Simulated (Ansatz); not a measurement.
# Tc of YAlB in the AlB2 type from its phonons

Aim: the phonon-mediated transition temperature of YAlB in the AlB2 type at ambient pressure, over a range of μ*. The cell shown first is a relaxed one, from steps not shown here.

Calculated with Ansatz 0.2.0; DFT PBE, scalar-relativistic, plane waves, PAW; PAW set soft_1.

This is a report of a sequence of runs, with most program output left out.

The structure was built from a prototype and need not be the compound's stable phase.

**1. The cell after earlier relaxation steps**

Symmetry: P-6m2, No. 187, hexagonal system. The conventional cell has a = 3.776 Å, b = 3.776 Å, c = 4.074 Å, α = 90.00°, β = 90.00°, γ = 120.00°. Nearest to Y lie 6 B at 2.98 Å and 6 Al at 2.98 Å. Nearest to B lie 3 Al at 2.18 Å and 6 Y at 2.98 Å. Nearest to Al lie 3 B at 2.18 Å and 6 Y at 2.98 Å. Farther neighbours are not listed.

Coordinates:

```cif
data_structure
_symmetry_space_group_name_H-M 'P-6m2'
_symmetry_Int_Tables_number 187
_cell_length_a 3.7759
_cell_length_b 3.7759
_cell_length_c 4.0739
_cell_angle_alpha 90.000
_cell_angle_beta 90.000
_cell_angle_gamma 120.000
_cell_volume 50.30
loop_
_atom_site_label
_atom_site_type_symbol
_atom_site_symmetry_multiplicity
_atom_site_Wyckoff_symbol
_atom_site_fract_x
_atom_site_fract_y
_atom_site_fract_z
_atom_site_occupancy
Y1 Y 1 a 0.00000 0.00000 0.00000 1
B1 B 1 d 0.33333 0.66667 0.50000 1
Al1 Al 1 f 0.66667 0.33333 0.50000 1
```

**2. Resistivity: q 3×3×2, k 6×6×6, scattering 12×12×8**

The run that gives the couplings also evaluates McMillan's and Allen and Dynes's formulas and, where asked, the Eliashberg equations, over a range of μ*.

The input, input.yaml:

```yaml
crystal:
  lattice:
    - [3.7759400099, 0.0, 0.0]
    - [-1.887970005, 3.2700599717, 0.0]
    - [0.0, 0.0, 4.0738617149]
  atoms:
    - { symbol: "Y", position: [0.0, 0.0, 0.0] }
    - { symbol: B, position: [0.3333333333, 0.6666666667, 0.5] }
    - { symbol: Al, position: [0.6666666667, 0.3333333333, 0.5] }
kpoints:
  mp_grid: { grid: [6, 6, 6] }
hamiltonian:
  xc: pbe
  pseudopotentials: { kind: paw, azcp: { folder: soft_1 } }
scf:
  occupations: { method: methfessel_paxton, width: 0.2 }
output:
  eigenvalues: true
phonons:
  method: dfpt
  qmesh: [3, 3, 2]
  temperatures: { t_max: 1000, t_step: 50 }
  qpath:
    path:
      - [[0.0, 0.0, 0.0], [0.5, 0.0, 0.0], [0.33333333, 0.33333333, 0.0], [0.0, 0.0, 0.0], [0.0, 0.0, 0.5], [0.5, 0.0, 0.5], [0.33333333, 0.33333333, 0.5], [0.0, 0.0, 0.5]]
      - [[0.5, 0.0, 0.5], [0.5, 0.0, 0.0]]
      - [[0.33333333, 0.33333333, 0.5], [0.33333333, 0.33333333, 0.0]]
    npoints: 10
  electrical_resistivity:
    mesh: [12, 12, 8]
    temperatures: [20.0, 50.0, 77.0, 100.0, 150.0, 200.0, 300.0, 400.0, 600.0, 800.0]
  superconductivity: { mesh: [12, 12, 8] }
```

On the command line:

```bash
> ansatz run input.yaml --threads 4 --pin off --max-ram 12288MiB --backend cpu --events-out ev --progress --plain --runs-dir out
```

Run time: 2.5 min. Hardware: 4 threads of Intel Xeon at 2.80GHz (Skylake/Cascade Lake), shared host; peak memory 2.6 GiB; 9.6 min of CPU time.

This step gave:

* volume per atom: 16.77 Å³/atom
* metallic on mesh: yes
* gap on the k-mesh: 0 eV
* zero point energy: 0.1626 eV/cell
* share of imaginary modes in the plain interpolation between solved wavevectors: 0
* highest frequency, solved or plainly interpolated: 584.7 cm⁻¹
* Debye temperature (second moment): 617 K
* resistivity at 300 K: 26.85 μΩ cm, mean of the axes
* coupling constant λ: 0.4338
* density of states at the Fermi level: 0.5927 states/eV a spin and cell
* log mean phonon energy ħω_log: 23.38 meV
* transport coupling constant λ_tr: 0.4334, 0.4334, 0.5121 (xx, yy, zz)
* Drude plasma energy: 4.548, 4.548, 3.964 eV (xx, yy, zz)
* resistivity times mean free path: 13.65, 13.65, 17.72 × 10⁻¹⁶ Ω m² (xx, yy, zz)
* second-moment phonon energy ħω₂: 30.30 meV

An empty cell: under 1 mK by a formula, or no transition down to the floor of the Eliashberg search. Transition temperatures:

```csv
μ*,McMillan Tc (K),Allen–Dynes Tc (K),isotropic Fermi-surface Tc (K),isotropic full bandwidth Tc (K),anisotropic Fermi-surface Tc (K),anisotropic full bandwidth Tc (K),anisotropic narrow window Tc (K)
0.08,2.54,2.6,2.33,2.33,2.4,2.4,2.4
0.1,1.75,1.79,1.57,1.57,1.63,1.63,1.63
0.12,1.13,1.15,0.99,0.99,1.04,1.04,1.04
0.13,0.882,0.896,0.766,0.766,0.813,0.814,0.814
0.14,0.67,0.681,0.58,0.581,0.622,0.623,0.623
0.16,0.353,0.358,0.309,0.31,0.34,0.341,0.341
0.2,0.0571,0.0579,-,-,-,-,-
```

**3. Electron–phonon run: scattering mesh 18×18×12**

The next rung changes the scattering mesh, which samples the Fermi surface.

Edit input.yaml of step 2 so:

```diff
@@ -29,4 +29,4 @@
   electrical_resistivity:
-    mesh: [12, 12, 8]
+    mesh: [18, 18, 12]
     temperatures: [20.0, 50.0, 77.0, 100.0, 150.0, 200.0, 300.0, 400.0, 600.0, 800.0]
-  superconductivity: { mesh: [12, 12, 8] }
+  superconductivity: { mesh: [18, 18, 12] }
```

Elapsed: 3 min, on 4 threads; peak memory 2.6 GiB.

This step gave:

- resistivity at 300 K: 25.42 μΩ cm, mean of the axes
- coupling constant λ: 0.4505
- density of states at the Fermi level: 0.6126 states/eV a spin and cell
- log mean phonon energy ħω_log: 23.37 meV
- transport coupling constant λ_tr: 0.4432, 0.4432, 0.5554 (xx, yy, zz)
- Drude plasma energy: 4.59, 4.59, 4.465 eV (xx, yy, zz)
- resistivity times mean free path: 13.45, 13.45, 14.49 × 10⁻¹⁶ Ω m² (xx, yy, zz)

An empty cell: under 1 mK by a formula, or no transition down to the floor of the Eliashberg search. Transition temperatures:

```csv
μ*,McMillan Tc (K),Allen–Dynes Tc (K),isotropic Fermi-surface Tc (K),isotropic full bandwidth Tc (K),anisotropic Fermi-surface Tc (K),anisotropic full bandwidth Tc (K),anisotropic narrow window Tc (K)
0.08,2.97,3.03,2.73,2.75,2.8,2.85,2.85
0.1,2.1,2.15,1.88,1.9,1.95,1.98,1.98
0.12,1.41,1.43,1.23,1.24,1.29,1.31,1.31
0.13,1.12,1.14,0.971,0.977,1.02,1.04,1.04
0.14,0.871,0.885,0.752,0.756,0.798,0.811,0.813
0.16,0.488,0.496,0.423,0.425,0.458,0.465,0.467
0.2,0.0972,0.0985,-,-,0.11,0.111,0.113
```

**4. Resistivity: q 3×3×2, k 9×9×8, scattering 12×12×12**

The next rung changes the k mesh of the density and its response; the scattering mesh, which samples the Fermi surface.

Edit input.yaml of step 3 so:

```diff
@@ -10,3 +10,3 @@
 kpoints:
-  mp_grid: { grid: [6, 6, 6] }
+  mp_grid: { grid: [9, 9, 8] }
 hamiltonian:
@@ -29,4 +29,4 @@
   electrical_resistivity:
-    mesh: [18, 18, 12]
+    mesh: [12, 12, 12]
     temperatures: [20.0, 50.0, 77.0, 100.0, 150.0, 200.0, 300.0, 400.0, 600.0, 800.0]
-  superconductivity: { mesh: [18, 18, 12] }
+  superconductivity: { mesh: [12, 12, 12] }
```

Run time: 3.6 min. Hardware: 4 threads; peak memory 2.6 GiB; 13 min of CPU time.

This step gave:

| Quantity | Value |
| --- | --- |
| zero point energy | 0.1624 eV/cell |
| highest frequency, solved or plainly interpolated | 586.1 cm⁻¹ |
| Debye temperature (second moment) | 618 K |
| resistivity at 300 K | 25.69 μΩ cm, mean of the axes |
| coupling constant λ | 0.4501 |
| density of states at the Fermi level | 0.6165 states/eV a spin and cell |
| log mean phonon energy ħω_log | 23.39 meV |
| transport coupling constant λ_tr | 0.4459, 0.4459, 0.5534 (xx, yy, zz) |
| Drude plasma energy | 4.516, 4.516, 4.447 eV (xx, yy, zz) |
| resistivity times mean free path | 13.97, 13.97, 14.32 × 10⁻¹⁶ Ω m² (xx, yy, zz) |
| second-moment phonon energy ħω₂ | 30.34 meV |

An empty cell: under 1 mK by a formula, or no transition down to the floor of the Eliashberg search. Transition temperatures:

```csv
μ*,McMillan Tc (K),Allen–Dynes Tc (K),isotropic Fermi-surface Tc (K),isotropic full bandwidth Tc (K),anisotropic Fermi-surface Tc (K),anisotropic full bandwidth Tc (K),anisotropic narrow window Tc (K)
0.08,2.96,3.02,2.72,2.7,2.8,2.74,2.74
0.1,2.1,2.14,1.88,1.86,1.95,1.91,1.91
0.12,1.4,1.43,1.23,1.21,1.29,1.26,1.26
0.13,1.11,1.13,0.967,0.957,1.02,1,1
0.14,0.867,0.881,0.749,0.741,0.801,0.78,0.783
0.16,0.486,0.493,0.421,0.415,0.461,0.447,0.45
0.2,0.0963,0.0976,-,-,0.111,0.107,0.108
```

The Eliashberg function α²F has structure finer than the step of the table below, so its rows give means over 2.5 meV, whole bins alone (the curve runs from 0.283 to 72.2 meV). Peaks (meV: height): α²F 16.13: 0.268, 17.83: 0.353, 18.96: 0.353, 30.28: 0.268, 34.24: 0.573, 70.46: 0.326; α²F tr 16.13: 0.309, 17.83: 0.382, 18.96: 0.41, 30.28: 0.243, 34.24: 0.537, 70.46: 0.317.

Eliashberg function α²F against phonon energy; means over each step:

```csv
phonon energy (meV),α²F,α²F tr
2.5,4.0e-5,1.4e-6
5.0,7.9e-4,4.6e-4
7.5,0.00450,0.00561
10.0,0.0198,0.0286
12.5,0.116,0.132
15.0,0.175,0.199
17.5,0.244,0.269
20.0,0.103,0.109
22.5,0.0947,0.104
25.0,0.0852,0.0919
27.5,0.156,0.164
30.0,0.230,0.207
32.5,0.174,0.180
35.0,0.368,0.368
37.5,0.0689,0.0803
40.0,0.0208,0.0185
42.5,0.0187,0.0163
45.0,0.0373,0.0335
47.5,0.00641,0.00609
50.0,0,0
52.5,0,0
55.0,0,0
57.5,0,0
60.0,0,0
62.5,0.0151,0.0191
65.0,0.0723,0.0830
67.5,0.127,0.133
70.0,0.204,0.205
```

The Eliashberg function α²F has structure finer than the step of the table below, so its rows give means over 2.5 meV, whole bins alone (the curve runs from 0.283 to 72.2 meV). Peaks (meV: height): α²F 17.83: 0.353, 18.96: 0.353, 34.24: 0.573, 70.46: 0.326; Y 13.30: 0.168, 16.13: 0.239, 17.83: 0.326, 18.96: 0.340; B 21.22: 0.122, 29.71: 0.210, 67.63: 0.119, 70.46: 0.258; Al 34.24: 0.447, 70.46: 0.0678.

Eliashberg function α²F against phonon energy; means over each step:

```csv
phonon energy (meV),α²F,Y,B,Al
2.5,4.0e-5,1.6e-5,0,1.4e-6
5.0,7.9e-4,5.7e-4,4.6e-5,1.7e-4
7.5,0.00450,0.00344,2.2e-4,8.4e-4
10.0,0.0198,0.0160,5.6e-4,0.00325
12.5,0.116,0.0968,0.00229,0.0173
15.0,0.175,0.153,0.00452,0.0181
17.5,0.244,0.224,0.0108,0.00878
20.0,0.103,0.0776,0.0232,0.00229
22.5,0.0947,0.00495,0.0847,0.00513
25.0,0.0852,0.00309,0.0770,0.00515
27.5,0.156,0.00585,0.138,0.0120
30.0,0.230,0.0147,0.174,0.0408
32.5,0.174,0.0211,0.0317,0.121
35.0,0.368,0.0436,0.0339,0.290
37.5,0.0689,0.00741,0.00677,0.0547
40.0,0.0208,0.00176,0.00281,0.0162
42.5,0.0187,9.9e-4,0.00195,0.0158
45.0,0.0373,0.00181,0.00152,0.0340
47.5,0.00641,3.9e-4,1.7e-4,0.00586
50.0,0,0,0,0
52.5,0,0,0,0
55.0,0,0,0,0
57.5,0,0,0,0
60.0,0,0,0,0
62.5,0.0151,0,0.0145,6.1e-4
65.0,0.0723,6.9e-5,0.0653,0.00706
67.5,0.127,1.0e-4,0.103,0.0240
70.0,0.204,1.8e-4,0.166,0.0384
```

Anisotropic full-bandwidth solution, weighted at the Fermi level. Gaps:

```csv
mu*,T (K),mean gap (meV),5 % (meV),95 % (meV),mean Z
0.1,0.477,0.286,0.26,0.351,1.45
0.1,0.953,0.274,0.249,0.335,1.45
0.1,1.43,0.221,0.201,0.27,1.45
0.1,1.72,0.15,0.136,0.183,1.45
0.13,0.25,0.149,0.133,0.187,1.45
0.13,0.5,0.142,0.127,0.178,1.45
0.13,0.75,0.115,0.103,0.144,1.45
0.13,0.9,0.0778,0.0695,0.0971,1.45
0.16,0.112,0.0663,0.058,0.0854,1.45
0.16,0.224,0.0632,0.0553,0.0814,1.45
0.16,0.336,0.0509,0.0445,0.0655,1.45
0.16,0.403,0.0344,0.0301,0.0442,1.45
```

Table of dTc/da2F by phonon energy:

```csv
phonon energy (meV),dTc/da2F (K/meV)
2.5,-
5.0,3.50
7.5,2.74
10.0,2.26
12.5,1.92
15.0,1.67
17.5,1.47
20.0,1.31
22.5,1.18
25.0,1.08
27.5,0.987
30.0,0.908
32.5,0.840
35.0,0.782
37.5,0.729
40.0,0.682
42.5,0.641
45.0,0.603
47.5,0.569
50.0,0.539
52.5,0.510
55.0,0.485
57.5,0.462
60.0,0.440
62.5,0.420
65.0,0.402
67.5,0.385
70.0,0.368
```

Table of share of the Fermi-level states by lambda of a state:

```csv
lambda of a state,share of the Fermi-level states
0.370,0.0069
0.382,0.0106
0.394,0.011
0.407,0.0731
0.419,0.106
0.431,0.217
0.443,0.208
0.455,0.0988
0.467,0.141
0.479,0.0246
0.491,0.0217
0.503,0.0193
0.515,2.0e-4
0.527,2.0e-4
0.540,0.0031
0.552,0.0141
0.564,0.0175
0.576,0
0.588,0.0023
0.600,0
0.612,0.0231
0.624,0
0.636,0.0017
0.648,2.0e-4
```

**5. What came out**

| Quantity | Value |
| --- | --- |
| meshes | q 3×3×2, k 9×9×8, scattering 12×12×12 |
| coupling constant λ | 0.450 |
| log mean phonon energy ħω_log | 23.4 meV |
| Allen–Dynes Tc at μ* = 0.1 | 2.14 K |
| Allen–Dynes Tc at μ* = 0.13 | 1.13 K |
| anisotropic Eliashberg Tc at μ* = 0.1 | 1.91 K |
| anisotropic Eliashberg Tc at μ* = 0.13 | 1 K |

**Reading.** In the last run (PBE, q 3×3×2, k 9×9×8, scattering 12×12×12), with λ = 0.45 and ħω_log = 23.4 meV, Tc at μ* = 0.13 is 1.1 K by McMillan's formula, 1.1 K by Allen and Dynes's and 1 K by the anisotropic Eliashberg equations. Raising μ* from 0.10 to 0.16 lowers the Allen–Dynes value from 2.1 to 0.49 K. The mean gap at a quarter of Tc gives 2Δ/k_B Tc = 3.46, against 3.53 in weak-coupling theory. The gap spreads from 0.13 to 0.19 meV over nine tenths of the Fermi surface. By the run's own test λ is not converged in the fine mesh: it moves by 10 % between the two finest, and by up to 15 % in the other runs. The run's transport test calls it not converged in the mesh; ρ(300 K) moves by 53 % in the component that moves most. Over the runs, λ takes the values 0.434, 0.451 and 0.450, in the order shown. The structure is a hand-built model. The compound is a prototype filled by a generator; whether it can be made, and whether it orders so, was not tested. μ* is a typed number, phonons are harmonic, and spin fluctuations are left out; at μ* = 0.13 McMillan's formula turns 1 % in λ into about 6.1 % in Tc.

[Logs are printed without paths, hosts, clocks, repeated set-up lines and the standing remarks that a program may print on its own settings, such as how far it seeks lower states.]

[Hosts, paths, dates, database ids (printed as entryN), source tags and the programs' standing remarks are cut or masked in the printed files.]
